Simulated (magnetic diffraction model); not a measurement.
**Solving a magnetic structure from powder neutron data: TiCu6S8**

Space group I4/mmm (no. 139), a = 7.2160 Å, c = 10.2690 Å.

| site | atom | x | y | z |
| --- | --- | --- | --- | --- |
| 8f | Cu | 3/4 | 1/4 | 1/4 |
| 4c | Cu | 0 | 1/2 | 0 |
| 2a | Ti | 0 | 0 | 0 |
| 8h | S | 0.7739 | 0.2261 | 0 |
| 4e | S | 1/2 | 1/2 | 0.2744 |
| 4d | S | 0 | 1/2 | 1/4 |

This is a made-up structure (elements placed in a structure type, unrelaxed), so the numbers test the method and describe no known phase.

Only Cu is taken to order (form factors of Cu2+); orders and moment sizes are assumed, and not adapted to the symmetry. Radiation: neutrons of λ = 2.0775 Å, 5° to 80°; isotropic B of 0.33 Å² (Cu), 0.52 Å² (Ti) and 0.49 Å² (S). The intensities are simulated: I ∝ L Σ (|F_N|² + |F_M⊥|²) for unpolarised neutrons, with F_M = 2.695 fm/μB × Σ f(s) S exp(2πi Q·r) exp(−B s²) at Q = H ± k (one set where k and −k are equivalent), only the part normal to Q counting and L = 1/(sin²θ cos θ). For collinear order S is the moment m, which repeats by lattice and centring translations R with the sign exp(−2πi k·R). Form factors are spin-only for 3d ions and dipole or tabulated for f ions, scattering lengths are Sears's of 1992, and absorption is left out. A label names one of the reflections at its angle. The strongest nuclear line in the range is 100, and lines under 0.2 are left out.

Above the ordering temperature:

```csv
2θ (°),index,I
23.34,(0 0 2),15.1
23.49,(1 1 0),29.9
33.36,(1 1 2),29.7
33.47,(2 0 0),14.8
39.25,(1 0 3),1.2
39.44,(2 1 1),2.3
41.20,(2 0 2),26.3
47.73,(0 0 4),47.8
48.05,(2 2 0),94.6
52.51,(2 1 3),4.4
52.66,(3 0 1),2.2
53.87,(1 1 4),14.4
54.08,(2 2 2),14.2
54.16,(3 1 0),14.2
59.55,(2 0 4),11.9
59.76,(3 1 2),23.5
63.72,(3 0 3),3.3
63.85,(3 2 1),0.3
70.06,(2 2 4),100.0
70.31,(4 0 0),49.8
74.73,(0 0 6),1.6
75.04,(3 1 4),19.2
```
(The table stops after 22 lines; 3 more lie at higher angle.)

Below it (cell unchanged):

```
2θ (°)     I
 10.09  22.0
 19.34   0.6
 19.43   0.3
 23.34  15.1
 23.49  29.9
 25.56   0.4
 25.63   0.3
 30.49   0.2
 30.60   2.0
 30.66   0.3
 33.36  29.7
 33.47  14.8
 34.89   0.2
 34.99   0.2
 38.84   1.1
 38.94   0.6
 39.25   1.2
 39.44   2.3
 41.20  26.3
 42.36   0.9
 42.62   0.8
 45.90   0.7
 45.98   0.8
 47.73  47.8
 48.05  94.6
 52.19   0.6
 52.51   4.4
 52.66   2.2
 53.87  14.4
 54.08  14.2
 54.16  14.2
 54.88   0.5
 55.24   0.5
 59.55  11.9
 59.76  23.5
 60.64   0.5
```
(The table stops after 36 lines; 15 more lie at higher angle.)

**Question.** Check that the new lines index with k = (0 1/2 1/2), then choose among these models:
A. collinear moments along [100], 0.87 μB on Cu; signs + at (3/4, 1/4, 1/4), − at (1/4, 3/4, 1/4), − at (3/4, 3/4, 1/4), + at (0, 1/2, 0), + at (1/2, 0, 0), + at (1/4, 1/4, 1/4)
B. collinear moments along [111], 0.87 μB on Cu; signs + at (3/4, 1/4, 1/4), − at (1/4, 3/4, 1/4), − at (3/4, 3/4, 1/4), + at (0, 1/2, 0), + at (1/2, 0, 0), + at (1/4, 1/4, 1/4)
C. collinear moments along [111], 0.87 μB on Cu; signs + at (3/4, 1/4, 1/4), + at (1/4, 3/4, 1/4), − at (3/4, 3/4, 1/4), − at (0, 1/2, 0), − at (1/2, 0, 0), − at (1/4, 1/4, 1/4)
D. collinear moments along [100], 0.87 μB on Cu; signs + at (3/4, 1/4, 1/4), + at (1/4, 3/4, 1/4), − at (3/4, 3/4, 1/4), − at (0, 1/2, 0), − at (1/2, 0, 0), − at (1/4, 1/4, 1/4)

The new lines index as (0 1/2 1/2) at 10.09°, (0 1/2 -3/2) at 19.34°, (1 1/2 -1/2) at 19.43° and (1 1/2 3/2) at 25.56°, that is as H ± k with k = (0 1/2 1/2), one of 4 inequivalent arms of its star (k and −k counted as one), which a powder can't tell apart. Half indices mean that the moments reverse under translations with k·R a half-integer, and the magnetic cell has twice the primitive volume.

Magnetic intensity, observed (below minus above) and for each model:

| 2θ (°) | index | observed | A | B | C | D |
| --- | --- | --- | --- | --- | --- | --- |
| 10.09 | (0 1/2 1/2) | 22.0 | 22.0 | 7.4 | 0.8 | 2.4 |
| 19.43 | (1 1/2 -1/2) | 0.3 | 0.3 | 1.0 | 5.1 | 1.7 |
| 25.56 | (1 1/2 3/2) | 0.4 | 0.4 | 0.3 | 1.6 | 2.0 |
| 30.60 | (0 3/2 3/2) | 2.0 | 2.0 | 0.7 | <0.2 | 0.2 |
| 30.66 | (1 3/2 1/2) | 0.3 | 0.3 | 0.3 | 1.4 | 1.6 |
| 34.99 | (1 3/2 -3/2) | 0.2 | 0.2 | 0.3 | 1.5 | 1.2 |
| 38.94 | (2 1/2 -3/2) | 0.6 | 0.6 | 1.7 | <0.2 | <0.2 |
| 42.62 | (0 5/2 1/2) | 0.8 | 0.8 | 1.5 | 0.2 | <0.2 |

Model A matches.

The structure used: k = (0 1/2 1/2), collinear moments along [100], 0.87 μB on Cu; signs + at (3/4, 1/4, 1/4), − at (1/4, 3/4, 1/4), − at (3/4, 3/4, 1/4), + at (0, 1/2, 0), + at (1/2, 0, 0), + at (1/4, 1/4, 1/4).

[Logs are printed without paths, hosts, clocks, repeated set-up lines and the standing remarks that a program may print on its own settings, such as how far it seeks lower states.]
